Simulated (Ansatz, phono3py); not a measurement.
# Heat carried by phonons in GaP (F-43m), part 3 of 3

How well does the lattice of GaP conduct heat?

Experimental results on record:
- thermal conductivity 100 W/m/K near room temperature (given in “Combining the AFLOW GIBBS and Elastic Libraries to efficiently and robustly screen thermo-mechanical properties of solids”, 2017, arXiv:1611.05714)

Ansatz 0.2.0; DFT LDA, scalar-relativistic, plane waves, PAW.

So far, gap on the k-mesh (eV): step 2 (a first coarse run) 1.49; step 3 (relaxation) 1.43; step 4 (tight relaxation) 1.39. Also κ at 300 K (relaxation time) (W/m/K): step 5 (a cheap rung, third order supercell 2×2×2, atoms in the …) 66.7. The relaxed cell has a = 5.391 Å (conventional setting).

## (6) Third-order constants on small settings, third order supercell 3×3×3, atoms in the supercell 54

A small supercell and a short cutoff cost little, and show how far such settings carry.

Input file input.yaml:

```yaml
crystal:
  lattice:
    - [0.0, 2.6956500663, 2.6956500663]
    - [2.6956500663, 0.0, 2.6956500663]
    - [2.6956500663, 2.6956500663, 0.0]
  atoms:
    - { symbol: Ga, position: [0.0, 0.0, 0.0] }
    - { symbol: P, position: [0.25, 0.25, 0.25] }
kpoints:
  mp_grid: { grid: [6, 6, 6] }
hamiltonian:
  xc: lda
scf:
  occupations: { method: fixed }
output:
  eigenvalues: true
phonons:
  method: fd
  dielectric: true
  qmesh: [6, 6, 6]
  temperatures: { t_max: 1000, t_step: 50 }
  qpath:
    path:
      - [[0.0, 0.0, 0.0], [-0.5, -0.5, 0.0], [-0.375, -0.375, 0.25]]
      - [[-0.375, 0.0, 0.375], [0.0, 0.0, 0.0], [0.0, 0.0, 0.5], [-0.5, -0.25, 0.25], [-0.5, -0.5, 0.0]]
    npoints: 10
  third_order: { supercell: [3, 3, 3], pair_cutoff: 2.485 }
  lattice_thermal_conductivity:
    qmesh: [19, 19, 19]
    temperatures: [100.0, 150.0, 200.0, 300.0, 400.0, 500.0, 600.0, 800.0]
    isotope_mass_variance: [{ species: Ga, variance: 0.0001971 }, { species: P, variance: 0.0 }]
```

Command:

```sh
$ ansatz run input.yaml --threads 8 --pin off --max-ram 16384MiB --backend cpu --events-out ev --progress --plain --runs-dir out
```

Numbers of over 12 decimals in the logs are rounded to 6 here.

The log of the run:

```text
[...]
Warning: phonons.third_order: as it is cut ahead of every solve, the batch solves 29 displaced supercells where 21 would do. It runs under 24 of the 648 operations that the crystal's space group holds on the batch's supercell: the run's FFT boxes carry no more. The force constants lose no accuracy. For the smaller batch, try basis.xc_grid above 1 where it is 1, a denser FFT box (accuracy: high where it is lower, or a larger basis.ecutrho_ratio), or the same crystal shifted so that one of its atoms lies at the cell's origin: each can bring back operations that the batch needs, and none is sure to; [rest of the remark cut]
[...]
Crystal: 12 atoms, lattice volume = 235.056 Å³
Basis set: ecut = 420 eV, 4605 PW (Γ), FFT grids on a1, −a1+a2+a3, −a1+a3
Bands: 66, of which v1, the nominal top of the filled ones, is band 54 counted from 1 (53 counted from 0)
Symmetry: 12 space group operations
k-points: 16 of 36 (time reversal used)
[...]
SCF iter   1: F=—  HF=-26602.499457 eV  |F-HF|=—  |Δ(HF+E_count)|=         —  Δρ=4.14e-8  dr2=3.21e-12  ethr=1.00e-12  ⟨swp⟩=3.0  Hψ=2698  notcnv=0
[...]
SCF iter   2: F=-26602.499457 eV  HF=-26602.499457 eV  |F-HF|=1.46e-11  |Δ(HF+E_count)|=  3.64e-12  Δρ=1.34e-8  dr2=4.99e-13  ethr=1.00e-12  ⟨swp⟩=3.5  Hψ=2861  notcnv=0
SCF 1 converged in 2 iterations: F = -26602.499457 eV  dr2 = 4.99e-13
[...]
Crystal: 2 atoms, lattice volume = 39.176 Å³
Basis set: ecut = 420 eV, 749 PW (Γ), exchange–correlation on 54×54×54 points (8 copies of the dense FFT grid, shifted against one another)
Bands: 13, of which v1, the nominal top of the filled ones, is band 9 counted from 1 (8 counted from 0)
Symmetry: 24 space group operations
k-points: 46 of 216 (irreducible under 4 space group operations, time reversal used)
[...]
SCF iter   3: F=-4433.749910 eV  HF=-4433.749910 eV  |F-HF|=3.37e-11  |Δ(HF+E_count)|=  7.28e-11  Δρ=2.86e-7  dr2=4.05e-11  ethr=1.00e-12  ⟨swp⟩=5.7  Hψ=3172  notcnv=0
SCF 2 converged in 3 iterations: F = -4433.749910 eV  dr2 = 4.05e-11
[...]
Bands: 10, of which v1, the nominal top of the filled ones, is band 9 counted from 1 (8 counted from 0)
k-points: 60
[...]
Eigensolver: Dense (60 Hₖ)
SCF iter   1: F=—  HF=-4433.767626 eV  |F-HF|=—  |Δ(HF+E_count)|=         —  Δρ=4.68e-4  dr2=1.27e-4  ethr=1.00e-1
[...]
SCF iter   5: F=-4433.767583 eV  HF=-4433.767583 eV  |F-HF|=1.18e-11  |Δ(HF+E_count)|=   1.04e-7  Δρ=3.99e-6  dr2=2.54e-9  ethr=6.21e-10
SCF 1 converged in 5 iterations: F = -4433.767583 eV  dr2 = 2.54e-9
[...]
Symmetry: 2 space group operations
[...]
SCF iter   8: F=-26602.499419 eV  HF=-26602.499419 eV  |F-HF|=3.64e-12  |Δ(HF+E_count)|=  3.64e-12  Δρ=2.08e-8  dr2=1.09e-12  ethr=1.00e-12  ⟨swp⟩=6.8  Hψ=4821  notcnv=0
SCF 2 converged in 8 iterations: F = -26602.499419 eV  dr2 = 1.09e-12
[...]
SCF iter   4: F=-26602.499419 eV  HF=-26602.499419 eV  |F-HF|=0.00e0  |Δ(HF+E_count)|=    0.00e0  Δρ=2.73e-8  dr2=7.61e-13  ethr=1.00e-12  ⟨swp⟩=6.8  Hψ=4923  notcnv=0
SCF 3 converged in 4 iterations: F = -26602.499419 eV  dr2 = 7.61e-13
Symmetry: 1 space group operations
k-points: 20 of 36 (time reversal used)
[...]
SCF iter   8: F=-26602.499425 eV  HF=-26602.499425 eV  |F-HF|=7.28e-12  |Δ(HF+E_count)|=    0.00e0  Δρ=2.18e-8  dr2=9.97e-13  ethr=1.00e-12  ⟨swp⟩=6.8  Hψ=6036  notcnv=0
SCF 4 converged in 8 iterations: F = -26602.499425 eV  dr2 = 9.97e-13
[...]
SCF iter   4: F=-26602.499425 eV  HF=-26602.499425 eV  |F-HF|=3.64e-12  |Δ(HF+E_count)|=  3.64e-12  Δρ=2.64e-8  dr2=7.59e-13  ethr=1.00e-12  ⟨swp⟩=6.8  Hψ=6041  notcnv=0
SCF 5 converged in 4 iterations: F = -26602.499425 eV  dr2 = 7.59e-13
[...]
SCF iter   8: F=-26602.499417 eV  HF=-26602.499417 eV  |F-HF|=1.46e-11  |Δ(HF+E_count)|=  7.28e-12  Δρ=2.07e-8  dr2=8.82e-13  ethr=1.00e-12  ⟨swp⟩=6.6  Hψ=4762  notcnv=0
SCF 6 converged in 8 iterations: F = -26602.499417 eV  dr2 = 8.82e-13
[...]
SCF 7 converged in 3 iterations: F = -26602.499417 eV  dr2 = 2.48e-12
[...]
SCF 8 converged in 8 iterations: F = -26602.499420 eV  dr2 = 6.00e-13
[...]
SCF 9 converged in 3 iterations: F = -26602.499420 eV  dr2 = 1.86e-12
Basis set: ecut = 420 eV, 4561 PW (Γ), FFT grids on a1, a2, −3a1−3a2+a3
[...]
SCF 10 converged in 2 iterations: F = -26602.499457 eV  dr2 = 5.72e-13
[...]
SCF 11 converged in 8 iterations: F = -26602.499423 eV  dr2 = 1.38e-12
[...]
SCF 12 converged in 4 iterations: F = -26602.499423 eV  dr2 = 8.37e-13
[...]
SCF 13 converged in 8 iterations: F = -26602.499419 eV  dr2 = 9.53e-13
[...]
SCF 14 converged in 3 iterations: F = -26602.499419 eV  dr2 = 2.93e-12
Basis set: ecut = 420 eV, 4551 PW (Γ), FFT grids on a1, a1+a2, 2a1+a3
k-points: 15 of 36 (time reversal used)
[...]
SCF 15 converged in 2 iterations: F = -26602.499457 eV  dr2 = 4.93e-13
[...]
SCF 16 converged in 8 iterations: F = -26602.499424 eV  dr2 = 1.07e-12
[...]
SCF 17 converged in 4 iterations: F = -26602.499424 eV  dr2 = 7.12e-13
[...]
SCF 18 converged in 8 iterations: F = -26602.499423 eV  dr2 = 1.46e-12
[...]
SCF 19 converged in 4 iterations: F = -26602.499423 eV  dr2 = 7.68e-13
[...]
SCF 20 converged in 7 iterations: F = -26602.499418 eV  dr2 = 4.06e-12
[...]
SCF 21 converged in 3 iterations: F = -26602.499418 eV  dr2 = 2.72e-12
[...]
SCF 22 converged in 7 iterations: F = -26602.499418 eV  dr2 = 3.89e-12
[...]
SCF 23 converged in 3 iterations: F = -26602.499418 eV  dr2 = 2.48e-12
Basis set: ecut = 420 eV, 4577 PW (Γ), FFT grids on a1, 2a1+a2−a3, −a1+a3
k-points: 13 of 36 (time reversal used)
[...]
k-points: 12 of 36 (time reversal used)
[...]
Basis set: ecut = 420 eV, 4615 PW (Γ), FFT grids on a1, a2, −3a1+3a2+a3
Symmetry: 48 space group operations
k-points: 10 of 36
[...]
Basis set: ecut = 420 eV, 4611 PW (Γ), FFT grids on a1, a2, −2a1−2a2+a3
Symmetry: 36 space group operations
k-points: 7 of 36 (time reversal used)
[...]
Crystal: 54 atoms, lattice volume = 1057.753 Å³
Basis set: ecut = 420 eV, 20539 PW (Γ)
Bands: 297, of which v1, the nominal top of the filled ones, is band 243 counted from 1 (242 counted from 0)
k-points: 3 of 8
[...]
Symmetry: 6 space group operations
k-points: 4 of 8
[...]
k-points: 6 of 8
[...]
k-points: 8
[...]
SCF 100 converged in 8 iterations: F = -119711.235586 eV  dr2 = 4.28e-10
[...]
SCF 101 converged in 8 iterations: F = -119711.236300 eV  dr2 = 3.47e-10
[...]
SCF iter   8: F=-119711.237599 eV  HF=-119711.237599 eV  |F-HF|=3.78e-10  |Δ(HF+E_count)|=  3.20e-10  Δρ=1.76e-7  dr2=3.71e-10  ethr=1.00e-12  ⟨swp⟩=5.0  Hψ=6205  notcnv=0
SCF 102 converged in 8 iterations: F = -119711.237599 eV  dr2 = 3.71e-10
[...]
SCF iter   7: F=-119711.241661 eV  HF=-119711.241661 eV  |F-HF|=1.89e-10  |Δ(HF+E_count)|=   2.42e-9  Δρ=2.45e-7  dr2=8.45e-10  ethr=1.00e-12  ⟨swp⟩=3.8  Hψ=4647  notcnv=0
SCF 103 converged in 7 iterations: F = -119711.241661 eV  dr2 = 8.45e-10
[...]
SCF iter   8: F=-119711.232897 eV  HF=-119711.232897 eV  |F-HF|=2.47e-10  |Δ(HF+E_count)|=  2.04e-10  Δρ=1.59e-7  dr2=3.29e-10  ethr=1.00e-12  ⟨swp⟩=5.0  Hψ=5907  notcnv=0
SCF 104 converged in 8 iterations: F = -119711.232897 eV  dr2 = 3.29e-10
[...]
SCF iter   8: F=-119711.240260 eV  HF=-119711.240260 eV  |F-HF|=2.76e-10  |Δ(HF+E_count)|=  2.76e-10  Δρ=1.32e-7  dr2=2.74e-10  ethr=1.00e-12  ⟨swp⟩=5.0  Hψ=6172  notcnv=0
SCF 105 converged in 8 iterations: F = -119711.240260 eV  dr2 = 2.74e-10
[...]
SCF iter   7: F=-119711.242828 eV  HF=-119711.242828 eV  |F-HF|=1.75e-10  |Δ(HF+E_count)|=   2.07e-9  Δρ=2.34e-7  dr2=7.57e-10  ethr=1.00e-12  ⟨swp⟩=3.2  Hψ=6887  notcnv=0
SCF 106 converged in 7 iterations: F = -119711.242828 eV  dr2 = 7.57e-10
[...]
SCF iter   8: F=-119711.229020 eV  HF=-119711.229020 eV  |F-HF|=4.37e-10  |Δ(HF+E_count)|=  1.31e-10  Δρ=1.54e-7  dr2=3.10e-10  ethr=1.00e-12  ⟨swp⟩=5.0  Hψ=6399  notcnv=0
SCF 107 converged in 8 iterations: F = -119711.229020 eV  dr2 = 3.10e-10
[...]
SCF iter   8: F=-119711.235300 eV  HF=-119711.235300 eV  |F-HF|=2.33e-10  |Δ(HF+E_count)|=  1.75e-10  Δρ=1.60e-7  dr2=3.32e-10  ethr=1.00e-12  ⟨swp⟩=5.0  Hψ=7864  notcnv=0
SCF 108 converged in 8 iterations: F = -119711.235300 eV  dr2 = 3.32e-10
[...]
SCF iter   8: F=-119711.238131 eV  HF=-119711.238131 eV  |F-HF|=4.07e-10  |Δ(HF+E_count)|=  1.75e-10  Δρ=1.63e-7  dr2=3.54e-10  ethr=1.00e-12  ⟨swp⟩=5.0  Hψ=8250  notcnv=0
SCF 109 converged in 8 iterations: F = -119711.238131 eV  dr2 = 3.54e-10
[...]
SCF iter   8: F=-119711.237327 eV  HF=-119711.237327 eV  |F-HF|=2.91e-10  |Δ(HF+E_count)|=  2.47e-10  Δρ=1.23e-7  dr2=2.70e-10  ethr=1.00e-12  ⟨swp⟩=5.0  Hψ=5911  notcnv=0
SCF 110 converged in 8 iterations: F = -119711.237327 eV  dr2 = 2.70e-10
[...]
SCF iter   8: F=-119711.236175 eV  HF=-119711.236175 eV  |F-HF|=8.73e-11  |Δ(HF+E_count)|=  1.02e-10  Δρ=1.06e-7  dr2=2.13e-10  ethr=1.00e-12  ⟨swp⟩=5.0  Hψ=5709  notcnv=0
SCF 111 converged in 8 iterations: F = -119711.236175 eV  dr2 = 2.13e-10
SCF converged after 2 iterations
Free energy (F): -26602.499457 eV
[...]
Internal energy: -26602.499457 eV  (E = F + TS)
E sigma→0 (E₀):  -26602.499457 eV
Fermi energy:    7.268549 eV
[...]
--- Band table (eV; the first three rows and the last of 16) ---
  k-point 0: bands = [... 50 lower, 6.3088, 7.2685, 7.2685, 7.2685, 8.6935, 8.9097, 9.0975, 9.0975, ... 8 higher]
  k-point 1: bands = [... 50 lower, 6.1988, 6.3088, 6.3088, 6.7265, 8.8270, 9.0975, 9.6156, 9.9107, ... 8 higher]
  k-point 2: bands = [... 50 lower, 6.8716, 6.8716, 6.8716, 6.8716, 8.8658, 8.8658, 9.1366, 9.1366, ... 8 higher]
  k-point 15: bands = [... 50 lower, 5.0968, 5.0968, 5.5513, 5.5513, 9.9122, 9.9122, 10.6026, 10.6026, ... 8 higher]
--- Phonons: 63 displaced members + 10 references (amplitude of the first 0.0025 Å, Σ member SCF iterations 366) ---
  ASR residual: 1.575e-4 → 0.000e0 eV/Å²; symmetrization residual: 6.936e-5 eV/Å²
  largest component of a force at the reference: 1.1e-7 eV/Å
  ASR residual per site (eV/Å²): 3.13e-5 1.57e-4
  Γ frequencies (cm⁻¹): 0.00 0.00 0.00 365.23 365.23 365.23
[...]
ε∞ (high-frequency dielectric tensor):
       10.643808     0.000000     0.000000
        0.000000    10.643808     0.000000
        0.000000     0.000000    10.643808
[...]
Born effective charges Z* (e; rows j = field, columns β = displacement):
    site 0:
         2.04790    0.00000    0.00000
         0.00000    2.04790    0.00000
        -0.00000    0.00000    2.04790
    site 1:
        -2.04790   -0.00000   -0.00000
        -0.00000   -2.04790   -0.00000
         0.00000   -0.00000   -2.04790
  Z* charge neutrality: 9.784e-5 e pre-enforcement
[...]
optical modes at Γ without the LO–TO term, one row a degenerate level:
      ω (cm⁻¹)  modes    IR ((D/Å)²/amu)
        365.23      3            13.5346
  optical modes at Γ + LO–TO along q̂ = [1.0000, 0.0000, 0.0000]:
      ω (cm⁻¹)  modes    IR ((D/Å)²/amu)
        365.23      2             9.0231
        395.56      1             4.5115
  optical modes at Γ + LO–TO along q̂ = [0.0000, 1.0000, 0.0000]:
      ω (cm⁻¹)  modes    IR ((D/Å)²/amu)
        365.23      2             9.0231
        395.56      1             4.5115
  optical modes at Γ + LO–TO along q̂ = [0.0000, 0.0000, 1.0000]:
      ω (cm⁻¹)  modes    IR ((D/Å)²/amu)
        365.23      2             9.0231
        395.56      1             4.5115
--- Phonons (by wavevector): 16 wavevectors in 10 supercells ---
  supercell 1 (6 cells, vectors [1, 0, 0], [0, 3, -3], [0, 0, 2] in multiples of the cell's): 8 displaced members by 0.0025 Å; free energy -26602.499457 eV; taken off its force constants: by the sum rule 1.2e-4, by the symmetrisation 1.9e-5 eV/Å²
[...]
q = [0.0000, 0.0000, 0.0000] (star 1, supercell 1; hermiticity 1.12e-16, symmetrization 3.51e-7): 0.00 0.00 0.00 365.23 365.23 365.23
[...]
joined force constants: q→R imaginary residual 5.37e-19
[...]
26 force-constant blocks with the first atom in the home cell, fitted with 10 parameters over 4 symmetry orbits; no atom triplet left out
[...]
100.00          398.1213        393.1887           7          converged          7.032e-1
      150.00          231.7837        228.8556           7          converged          6.864e-1
      200.00          163.8456        161.9066           7          converged          6.824e-1
      300.00          105.3149        104.1881           7          converged          7.237e-1
      400.00           78.4831         77.6908           7          converged          7.274e-1
      500.00           62.8227         62.2111           7          converged          7.077e-1
      600.00           52.4763         51.9778           7          converged          6.969e-1
      800.00           39.5698         39.2054           7          converged          6.876e-1
```

The job ended after 23 min (8 threads of Arm Neoverse N1, shared host; peak memory 11 GiB; 2.9 h of CPU time).

Numbers from this step:

```yaml
zero_point_energy: 0.09333 eV/cell
kappa_at_300_k_relaxation_time: 105.3 W/m/K
kappa_at_300_k_full_solution: 104.2 W/m/K
mean_free_path_at_half_of_kappa: 949 nm
share_of_kappa_above_the_three_lowest_branches: 0.01
largest_relative_sum_rule_correction: 0.04674
displaced_cells_third_order: 36
```

W/m/K. Kappa, by row:

```csv
T (K),RTA xx,RTA yy,RTA zz,full xx,full yy,full zz,coherence part xx,coherence part yy,coherence part zz,ending,iterations,least Ritz value
100,398.1,398.1,398.1,393.2,393.2,393.2,0.002878,0.002878,0.002878,converged,7,0.703
150,231.8,231.8,231.8,228.9,228.9,228.9,0.006496,0.006496,0.006496,converged,7,0.686
200,163.8,163.8,163.8,161.9,161.9,161.9,0.01013,0.01013,0.01013,converged,7,0.682
300,105.3,105.3,105.3,104.2,104.2,104.2,0.01662,0.01662,0.01662,converged,7,0.724
400,78.48,78.48,78.48,77.69,77.69,77.69,0.02232,0.02232,0.02232,converged,7,0.727
500,62.82,62.82,62.82,62.21,62.21,62.21,0.02758,0.02758,0.02758,converged,7,0.708
600,52.48,52.48,52.48,51.98,51.98,51.98,0.03253,0.03253,0.03253,converged,7,0.697
800,39.57,39.57,39.57,39.21,39.21,39.21,0.04185,0.04185,0.04185,converged,7,0.688
```

This rung gives 105 W/(m K) at 300 K by relaxation time, but with 54 atoms, 1 neighbour distance inside the cutoff and a 19×19×19 mesh it is a test, not the conductivity of the crystal.

## (7) Levels and costs side by side

Ladder, by row:

```csv
cells or q mesh,k mesh,pair cutoff,atoms in the supercell,q-mesh of the transport sums,κ at 300 K (relaxation time) (W/m/K),κ at 300 K (full solution) (W/m/K),core-minutes
2x2x2,6x6x6,2.485,16,11×11×11,66.67,67.4,20
6x6x6,6x6x6,2.485,54,19×19×19,105.3,104.2,176.9
```

## (8) Results

| Quantity | Value |
| --- | --- |
| conductivity | not obtained on sound settings |

What this shows: No conductivity was obtained: no run with a large enough supercell and cutoff finished.

Calculation against experiment:

| quantity | measured | LDA |
| --- | --- | --- |
| Raman mode, TO at Gamma (cm⁻¹) | 367.3 | 365 (-0.6 %) |
| infrared mode, TO at Gamma (cm⁻¹) | 366.3 | 365 (-0.3 %) |

Measured values from arxiv:2105.06662 (2021).

Verdict: The Raman mode is off by -0.6 %: good agreement. The infrared mode is off by -0.3 %: good agreement. The grades are ours: good and fair within 3 and 7 % for the Raman mode and 3 and 7 % for the infrared mode. Zero-point motion and thermal expansion (measured at up to 300 K) are not in the computed Raman mode and infrared mode.

[Logs are printed without paths, hosts, clocks, repeated set-up lines and the standing remarks that a program may print on its own settings, such as how far it seeks lower states.]

[Hosts, paths, dates, database ids (printed as entryN), source tags and the programs' standing remarks are cut or masked in the printed files.]

[A step with changed settings may run another functional than the one named; its input shows which.]
